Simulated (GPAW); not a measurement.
# Nb2NOS MXene monolayer in an electric field

Wanted: the out-of-plane polarisability of Nb2NOS MXene monolayer.

Main program and level: GPAW 26.7.0; GPAW, PAW setups; layer in a repeated cell with vacuum, relaxation of atoms and in-plane cell, in the first sound run; inputs show where later runs differ.

## Step 1: The starting structure

The cell holds 5 atoms: 1 S, 2 Nb, 1 N and 1 O. Its edges and angles: a = 3.079 Å, b = 3.079 Å, c = 23.409 Å, α = 90.0°, β = 90.0°, γ = 120.0°. Vacuum lies along c.

## Step 2: Relaxing the atoms

Forces are removed first; all later runs use this geometry.

Contents of run.py:

```python
import json
import numpy as np
from ase import Atoms
from ase.filters import FrechetCellFilter
from ase.optimize import BFGS
from gpaw import GPAW, PW

slab = Atoms(
    ['S', 'Nb', 'N', 'Nb', 'O'],
    positions=[
        [-0.00000, 1.77771, 9.00000],
        [1.53954, 0.88885, 10.79456],
        [0.00000, 0.00000, 12.00948],
        [-0.00000, 1.77771, 13.22440],
        [1.53954, 0.88885, 14.40857]],
    cell=[[3.07908, 0.0, 0.0], [-1.53954, 2.66656, 0.0], [0.0, 0.0, 23.4086]],
    pbc=[True, True, True])

slab.calc = GPAW(mode=PW(600), xc='PBE', kpts={'size': (12, 12, 1), 'gamma': True},
                 occupations={'name': 'fermi-dirac', 'width': 0.05}, nbands='160%',
                 convergence={'density': 1e-05}, maxiter=200,
                 symmetry={'tolerance': 1e-3}, txt='slab.txt')
result = {}
# The in-plane cell is free; stress needs a cell that repeats along all three vectors
path = []
opt = BFGS(FrechetCellFilter(slab, mask=[1, 1, 0, 0, 0, 1]), maxstep=0.2)
opt.attach(lambda: path.append((slab.get_potential_energy(), slab.positions.tolist(), slab.get_forces().tolist())))
result['relaxed'] = bool(opt.run(fmax=0.02, steps=45))
result['path'] = path
result['cell'] = slab.cell.tolist()
print('in-plane lattice', slab.cell.cellpar().round(4)[[0, 1, 5]])
energy = slab.get_potential_energy()
fermi = slab.calc.get_fermi_level()
v = slab.calc.get_electrostatic_potential().mean((0, 1)) - fermi
n = slab.calc.get_pseudo_density().mean((0, 1))
L = slab.cell[2, 2]
z = np.arange(len(v)) * L / len(v)
low, high = slab.positions[:, 2].min(), slab.positions[:, 2].max()
below, above = np.interp([low - 6.8, high + 6.8], z, v)
slopes = [np.interp(x, z, np.gradient(v, z)) for x in (low - 6.8, high + 6.8)]
eps = np.array([[slab.calc.get_eigenvalues(k, s) for k in range(len(slab.calc.get_ibz_k_points()))]
                for s in range(slab.calc.get_number_of_spins())]) - fermi
top, bottom = eps[eps < 0].max(), eps[eps > 0].min()
dipole = slab.get_dipole_moment()[2]
print(f'energy {energy:.4f} eV, Fermi level {fermi:.4f} eV, dipole {dipole:.5f} e A')
print(f'potential 6.8 A off the faces, from the Fermi level: lower {below:.4f} eV, upper {above:.4f} eV')
print(f'slope of the potential there: lower {slopes[0]:.5f}, upper {slopes[1]:.5f} eV/A')
print(f'nearest levels on the mesh: {top:.4f} and {bottom:.4f} eV')
print('magnetic moment', round(slab.get_magnetic_moment(), 3))
result.update(energy=energy, fermi=fermi, dipole=dipole, below=below, above=above, slopes=slopes, edges=[top, bottom],
              z=z.tolist(), v=v.tolist(), n=n.tolist(), positions=slab.positions.tolist(),
              forces=slab.get_forces(apply_constraint=False).tolist(), moments=slab.get_magnetic_moments().tolist())
json.dump(result, open('result.json', 'w'))
```

Launch:

```console
$ OMP_NUM_THREADS=1 OPENBLAS_NUM_THREADS=1 python run.py
```

What it wrote:

```text
Step          Energy          fmax
BFGS:    0      -45.062939        1.596779
BFGS:    1      -45.168480        1.071481
BFGS:    2      -45.267834        0.735562
BFGS:    3      -45.311344        0.833545
BFGS:    4      -45.425806        0.873642
BFGS:    5      -45.452505        0.549883
BFGS:    6      -45.472804        0.409162
BFGS:    7      -45.480944        0.304430
BFGS:    8      -45.488806        0.160787
BFGS:    9      -45.489779        0.057807
BFGS:   10      -45.489452        0.032462
BFGS:   11      -45.489252        0.016765
in-plane lattice [  3.1747   3.1747 120.    ]
energy -45.4842 eV, Fermi level -0.2826 eV, dipole -0.00216 e A
potential 6.8 A off the faces, from the Fermi level: lower 5.3838 eV, upper 5.3923 eV
slope of the potential there: lower -0.00210, upper -0.00146 eV/A
nearest levels on the mesh: -0.0437 and 0.1059 eV
magnetic moment 0.0
```

Elapsed: 11 min, on 1 thread of INTEL XEON PLATINUM 8581C at 2.30GHz (Emerald Rapids), shared host; peak memory 0.48 GiB.

Numbers from this step:

```
dipole along the normal                    : -0.002158 e·Å
levels nearest the Fermi level on the mesh : -0.04369, 0.1059 eV from the Fermi level
```

The electrostatic potential energy of an electron (without an applied field's), less the Fermi level, planar mean oscillates, so the rows of the table below give means over windows of 1 Å about each position, cut where the curve ends. Its maxima inside the range that stand out by 2 % of the span (Å: eV): 9.9: -5.48, 11.6: -8.61, 12.4: -10.9, 14.0: -11.4. Its minima: 9.2: -18.9, 10.8: -23.5, 12.1: -14.6, 13.2: -24.1, 14.1: -12.3.

Electrostatic potential energy of an electron (without an applied field's), less the Fermi level, planar mean against z; means over each step:

| z (Å) | electrostatic potential energy of an electron (without an applied field's), less the Fermi level, planar mean (eV) |
| --- | --- |
| 0 | 5.39 |
| 1 | 5.39 |
| 2 | 5.38 |
| 3 | 5.38 |
| 4 | 5.38 |
| 5 | 5.38 |
| 6 | 5.37 |
| 7 | 5.29 |
| 8 | 3.47 |
| 9 | -12.1 |
| 10 | -9.19 |
| 11 | -18.5 |
| 12 | -11.5 |
| 13 | -19.3 |
| 14 | -11.9 |
| 15 | 2.76 |
| 16 | 5.33 |
| 17 | 5.40 |
| 18 | 5.40 |
| 19 | 5.40 |
| 20 | 5.39 |
| 21 | 5.39 |
| 22 | 5.39 |
| 23 | 5.39 |

The pseudo valence density, planar mean by z:

z (Å), pseudo valence density, planar mean (e/Å³) and a bar:
```
      6.0       0.00 
      6.5       0.00 
      7.0       0.00 
      7.5       0.02 
      8.0       0.07 ##
      8.5       0.28 #######
      9.0       0.40 ##########
      9.5       0.50 ############
     10.0       0.46 ###########
     10.5       0.96 #######################
     11.0       1.19 #############################
     11.5       0.61 ###############
     12.0       0.74 ##################
     12.5       0.70 #################
     13.0       1.23 ##############################
     13.5       1.04 #########################
     14.0       0.85 #####################
     14.5       0.63 ###############
     15.0       0.13 ###
     15.5       0.02 
     16.0       0.00 
     16.5       0.00 
     17.0       0.00
```

The relaxation lowered the energy of the cell by 0.427 eV (energies extrapolated to zero smearing; the optimiser's log prints free energies). The largest force left on a free atom is 0.017 eV/Å.

## Step 3: Plane waves, PBE

The work function is the vacuum plateau of the electrostatic potential less the Fermi level; a dipole layer lets the two faces have plateaus of their own.

This step: GPAW, PAW setups; slab in vacuum (GPAW 26.7.0).

The cell differs from the one that the last finished run ended in (c 23.409 → 23.067 Å).

run.py: that of step 2 with these lines changed.

```diff
@@ -3,4 +3,2 @@
 from ase import Atoms
-from ase.filters import FrechetCellFilter
-from ase.optimize import BFGS
 from gpaw import GPAW, PW
@@ -10,23 +8,16 @@
     positions=[
-        [-0.00000, 1.77771, 9.00000],
-        [1.53954, 0.88885, 10.79456],
-        [0.00000, 0.00000, 12.00948],
-        [-0.00000, 1.77771, 13.22440],
-        [1.53954, 0.88885, 14.40857]],
-    cell=[[3.07908, 0.0, 0.0], [-1.53954, 2.66656, 0.0], [0.0, 0.0, 23.4086]],
-    pbc=[True, True, True])
+        [-0.00000, 1.83293, 9.00000],
+        [1.58736, 0.91646, 10.64867],
+        [0.00000, -0.00000, 11.89708],
+        [-0.00000, 1.83293, 13.02630],
+        [1.58736, 0.91646, 14.06735]],
+    cell=[[3.17472, -0.0, 0.0], [-1.58736, 2.74939, 0.0], [0.0, 0.0, 23.0674]],
+    pbc=[True, True, False])
 
-slab.calc = GPAW(mode=PW(600), xc='PBE', kpts={'size': (12, 12, 1), 'gamma': True},
+slab.calc = GPAW(mode=PW(500), xc='PBE', kpts={'size': (12, 12, 1), 'gamma': True},
                  occupations={'name': 'fermi-dirac', 'width': 0.05}, nbands='160%',
                  convergence={'density': 1e-05}, maxiter=200,
+                 poissonsolver={'dipolelayer': 'xy'},
                  symmetry={'tolerance': 1e-3}, txt='slab.txt')
 result = {}
-# The in-plane cell is free; stress needs a cell that repeats along all three vectors
-path = []
-opt = BFGS(FrechetCellFilter(slab, mask=[1, 1, 0, 0, 0, 1]), maxstep=0.2)
-opt.attach(lambda: path.append((slab.get_potential_energy(), slab.positions.tolist(), slab.get_forces().tolist())))
-result['relaxed'] = bool(opt.run(fmax=0.02, steps=45))
-result['path'] = path
-result['cell'] = slab.cell.tolist()
-print('in-plane lattice', slab.cell.cellpar().round(4)[[0, 1, 5]])
 energy = slab.get_potential_energy()
```

What it wrote:

```text
energy -44.7047 eV, Fermi level -0.2043 eV, dipole -0.00145 e A
potential 6.8 A off the faces, from the Fermi level: lower 5.3767 eV, upper 5.4008 eV
slope of the potential there: lower -0.00062, upper 0.00027 eV/A
nearest levels on the mesh: -0.0440 and 0.1074 eV
magnetic moment 0.0
```

Wall time 59 s (1 thread); peak memory 0.28 GiB.

This step gave:

```yaml
dipole_along_the_normal: -0.001450 e·Å
levels_nearest_the_fermi_level_on_the_mesh: -0.04402, 0.1074 eV from the Fermi level
upper_work_function: 5.401 eV
lower_work_function: 5.377 eV
```

The electrostatic potential energy of an electron (without an applied field's), less the Fermi level, planar mean oscillates, so the rows of the table below give means over windows of 1 Å about each position, cut where the curve ends. Its maxima inside the range that stand out by 2 % of the span (Å: eV): 9.7: -5.48, 11.4: -8.66, 12.3: -11.0, 13.7: -11.4. Its minima: 9.0: -18.9, 10.7: -23.5, 11.9: -14.7, 13.1: -24.0, 13.9: -12.2.

The electrostatic potential energy of an electron (without an applied field's), less the Fermi level, planar mean by z; means over each step:

| z (Å) | electrostatic potential energy of an electron (without an applied field's), less the Fermi level, planar mean (eV) |
| --- | --- |
| 0 | 5.38 |
| 1 | 5.38 |
| 2 | 5.38 |
| 3 | 5.38 |
| 4 | 5.38 |
| 5 | 5.37 |
| 6 | 5.37 |
| 7 | 5.24 |
| 8 | 2.23 |
| 9 | -13.1 |
| 10 | -11.0 |
| 11 | -16.6 |
| 12 | -12.1 |
| 13 | -20.1 |
| 14 | -9.57 |
| 15 | 3.92 |
| 16 | 5.36 |
| 17 | 5.40 |
| 18 | 5.40 |
| 19 | 5.40 |
| 20 | 5.40 |
| 21 | 5.40 |
| 22 | 5.40 |

The pseudo valence density, planar mean oscillates, so the rows of the table below give means over windows of 1 Å about each position, cut where the curve ends. Its maxima inside the range that stand out by 2 % of the span (Å: e/Å³): 9.4: 0.499, 10.6: 1.35, 11.9: 0.749, 13.1: 1.39, 14.0: 0.907. Its minima: 9.8: 0.451, 11.3: 0.601, 12.3: 0.703, 13.6: 0.785.

Pseudo valence density, planar mean against z; means over each step:

z (Å), pseudo valence density, planar mean (e/Å³) and a bar:
```
        5       0.00 
        6       0.00 
        7       0.01 
        8       0.15 ####
        9       0.43 ############
       10       0.66 ##################
       11       0.95 ##########################
       12       0.72 ###################
       13       1.11 ##############################
       14       0.77 #####################
       15       0.12 ###
       16       0.00 
       17       0.00
```

The potential is flat to 6.2e-4 eV/Å where it is read, so the vacuum is wide enough.

## Step 4: In a field

A uniform field along the normal polarises the slab; the atoms stay fixed, so this is the electronic response alone.

run.py: that of step 3 with these lines changed.

```diff
@@ -4,2 +4,3 @@
 from gpaw import GPAW, PW
+from gpaw.external import ConstantElectricField
 
@@ -20,2 +21,3 @@
                  poissonsolver={'dipolelayer': 'xy'},
+                 external=ConstantElectricField(-0.2, [0, 0, 1]),
                  symmetry={'tolerance': 1e-3}, txt='slab.txt')
```

What it wrote:

```text
energy -44.7112 eV, Fermi level -0.1712 eV, dipole -0.06438 e A
potential 6.8 A off the faces, from the Fermi level: lower 4.6743 eV, upper 6.0098 eV
slope of the potential there: lower -0.00062, upper 0.00027 eV/A
nearest levels on the mesh: -0.0438 and 0.1079 eV
magnetic moment 0.0
```

Wall time 2.6 min (1 thread); peak memory 0.6 GiB.

This step gave:

```
dipole along the normal                                         : -0.06438 e·Å
levels nearest the Fermi level on the mesh                      : -0.04376, 0.1079 eV from the Fermi level
potential below the slab, the applied field's own ramp left out : 4.674 eV from the Fermi level
potential above the slab, the applied field's own ramp left out : 6.010 eV from the Fermi level
```

The electrostatic potential energy of an electron (without an applied field's), less the Fermi level, planar mean oscillates, so the rows of the table below give means over windows of 0.5 Å about each position, cut where the curve ends. Its maxima inside the range that stand out by 2 % of the span (Å: eV): 9.71: -5.83, 11.44: -8.68, 12.30: -10.8, 13.74: -10.9. Its minima: 9.03: -19.4, 10.67: -23.7, 11.92: -14.6, 12.98: -23.7, 13.94: -11.7.

Table of electrostatic potential energy of an electron (without an applied field's), less the Fermi level, planar mean by z; means over each step:

```csv
z (Å),"electrostatic potential energy of an electron (without an applied field's), less the Fermi level, planar mean (eV)"
0.0,5.10
0.5,4.72
1.0,4.67
1.5,4.67
2.0,4.67
2.5,4.67
3.0,4.67
3.5,4.67
4.0,4.67
4.5,4.67
5.0,4.67
5.5,4.67
6.0,4.67
6.5,4.65
7.0,4.58
7.5,4.20
8.0,2.33
8.5,-5.65
9.0,-17.3
9.5,-8.70
10.0,-9.66
10.5,-21.2
11.0,-17.2
11.5,-9.86
12.0,-13.0
12.5,-14.1
13.0,-22.4
13.5,-14.9
14.0,-10.6
14.5,-0.316
15.0,4.96
15.5,5.83
16.0,5.97
16.5,6.00
17.0,6.01
17.5,6.01
18.0,6.01
18.5,6.01
19.0,6.01
19.5,6.01
20.0,6.01
20.5,6.01
21.0,6.01
21.5,6.01
22.0,6.01
22.5,5.99
```

Force by atom:

| atom | x (eV/Å) | y (eV/Å) | z (eV/Å) | size |
| --- | --- | --- | --- | --- |
| S1 | 0.0000 | 0.0000 | 0.0095 | 0.0095 |
| Nb2 | 0.0000 | 0.0001 | -0.0033 | 0.0033 |
| N3 | 0.0000 | 0.0000 | 0.0016 | 0.0016 |
| Nb4 | 0.0000 | 0.0000 | -0.0852 | 0.0852 |
| O5 | 0.0000 | 0.0000 | 0.0597 | 0.0597 |

The dipole is now -0.0644 e Å, against -0.0015 in the run without a field.

## Step 5: Field on

run.py: that of step 4 with these lines changed.

```diff
@@ -21,3 +21,3 @@
                  poissonsolver={'dipolelayer': 'xy'},
-                 external=ConstantElectricField(-0.2, [0, 0, 1]),
+                 external=ConstantElectricField(-0.1, [0, 0, 1]),
                  symmetry={'tolerance': 1e-3}, txt='slab.txt')
```

What it wrote:

```text
energy -44.7064 eV, Fermi level -0.1875 eV, dipole -0.03277 e A
potential 6.8 A off the faces, from the Fermi level: lower 5.0249 eV, upper 5.7051 eV
slope of the potential there: lower -0.00062, upper 0.00027 eV/A
nearest levels on the mesh: -0.0439 and 0.1077 eV
magnetic moment 0.0
```

The job ended after 2.5 min (1 thread; peak memory 0.6 GiB).

Numbers from this step:

| Item | Value |
| --- | --- |
| dipole along the normal | -0.03277 e·Å |
| levels nearest the Fermi level on the mesh | -0.04388, 0.1077 eV from the Fermi level |
| potential below the slab, the applied field's own ramp left out | 5.025 eV from the Fermi level |
| potential above the slab, the applied field's own ramp left out | 5.705 eV from the Fermi level |

The electrostatic potential energy of an electron (without an applied field's), less the Fermi level, planar mean oscillates, so the rows of the table below give means over windows of 0.5 Å about each position, cut where the curve ends. Its maxima inside the range that stand out by 2 % of the span (Å: eV): 9.71: -5.66, 11.44: -8.67, 12.30: -10.9, 13.74: -11.1. Its minima: 9.03: -19.1, 10.67: -23.6, 11.92: -14.6, 12.98: -23.8, 13.94: -12.0.

Table of electrostatic potential energy of an electron (without an applied field's), less the Fermi level, planar mean by z; means over each step:

```
z (Å)  electrostatic potential energy of an electron (without an applied field's), less the Fermi level, planar mean (eV)
  0.0                                                                                                                5.24
  0.5                                                                                                                5.05
  1.0                                                                                                                5.03
  1.5                                                                                                                5.03
  2.0                                                                                                                5.03
  2.5                                                                                                                5.02
  3.0                                                                                                                5.02
  3.5                                                                                                                5.02
  4.0                                                                                                                5.02
  4.5                                                                                                                5.02
  5.0                                                                                                                5.02
  5.5                                                                                                                5.02
  6.0                                                                                                                5.02
  6.5                                                                                                                5.00
  7.0                                                                                                                4.92
  7.5                                                                                                                4.54
  8.0                                                                                                                2.66
  8.5                                                                                                               -5.36
  9.0                                                                                                               -17.0
  9.5                                                                                                               -8.50
 10.0                                                                                                               -9.52
 10.5                                                                                                               -21.1
 11.0                                                                                                               -17.2
 11.5                                                                                                               -9.86
 12.0                                                                                                               -13.0
 12.5                                                                                                               -14.2
 13.0                                                                                                               -22.6
 13.5                                                                                                               -15.1
 14.0                                                                                                               -10.8
 14.5                                                                                                              -0.585
 15.0                                                                                                                4.67
 15.5                                                                                                                5.53
 16.0                                                                                                                5.67
 16.5                                                                                                                5.70
 17.0                                                                                                                5.70
 17.5                                                                                                                5.70
 18.0                                                                                                                5.70
 18.5                                                                                                                5.70
 19.0                                                                                                                5.70
 19.5                                                                                                                5.70
 20.0                                                                                                                5.70
 20.5                                                                                                                5.71
 21.0                                                                                                                5.71
 21.5                                                                                                                5.71
 22.0                                                                                                                5.71
 22.5                                                                                                                5.70
```

The dipole is now -0.0328 e Å, against -0.0015 in the run without a field.

(Part 1 of 2 ends here.)

[Logs are printed without paths, hosts, clocks, repeated set-up lines and the standing remarks that a program may print on its own settings, such as how far it seeks lower states.]

[Hosts, paths, dates, database ids (printed as entryN), source tags and the programs' standing remarks are cut or masked in the printed files.]
